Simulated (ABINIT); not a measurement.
Planning a run of ABINIT 10.8.3 on NaLiICl (P4/mmm). The input:

```
acell 3*1.0 Angstrom
rprim 
  4.091636000000 0.000000000000 0.000000000000
  0.000000000000 4.091636000000 0.000000000000
  0.000000000000 0.000000000000 6.215344000000
ntypat 4
znucl 11 3 53 17
natom 4
typat 1 2 3 4
xred 
  0.500000000000 0.500000000000 0.500000000000
  0.000000000000 0.000000000000 0.000000000000
  0.500000000000 0.500000000000 0.000000000000
  0.000000000000 0.000000000000 0.500000000000
pp_dirpath "pseudos"
pseudos "Na.upf, Li.upf, I.upf, Cl.upf"
ecut 38
ngkpt 2 2 2
nshiftk 1
shiftk 0 0 0
kptopt 1
chksymbreak 0
istwfk *1
occopt 1
irdwfk 1
optdriver 4
nband 81
gwcalctyp 10
ecutsigx 38
symsigma 1
nkptgw 6
kptgw 
  0.0000000000 0.0000000000 0.0000000000
  0.5000000000 0.0000000000 0.0000000000
  0.5000000000 0.5000000000 0.0000000000
  0.0000000000 0.0000000000 0.5000000000
  0.5000000000 0.0000000000 0.5000000000
  0.5000000000 0.5000000000 0.5000000000
bdgw 
  8 17
  8 17
  8 17
  8 17
  8 17
  8 17
ecuteps 3.9
irdscr 1
ppmodel 1
irdqps 1
indata_prefix "in"
outdata_prefix "out"
tmpdata_prefix "tmp"
```

```sh
OMP_NUM_THREADS=1 mpirun -n 4 abinit run.abi > log
```

Estimate wall time and host memory on 4 MPI ranks of Arm Neoverse V1, shared host.

It took 35 s; on shared hardware allow 18 s to 71 s. Peak host memory was 1.3 GiB.

[Paths, hosts, dates, memory and timing lines, banners, echoed tables and standing remarks are left out of the program output.]

[Logs are printed without paths, hosts, clocks, repeated set-up lines and the standing remarks that a program may print on its own settings, such as how far it seeks lower states.]

[Runs of the session that timed out or met a known fault of the program may be left out.]

[Hosts, paths, dates, database ids (printed as entryN), source tags and the programs' standing remarks are cut or masked in the printed files.]

[G0W0 gaps are taken among the corrected bands and points alone; a level outside them can change the order at an edge.]

[Where Ansatz stands beside ABINIT at settings called matched, ABINIT's density can come from a denser mesh and the files from another edition; pairs whose starting gaps differed by over 0.03 eV were left out, so agreement reads better than it is.]
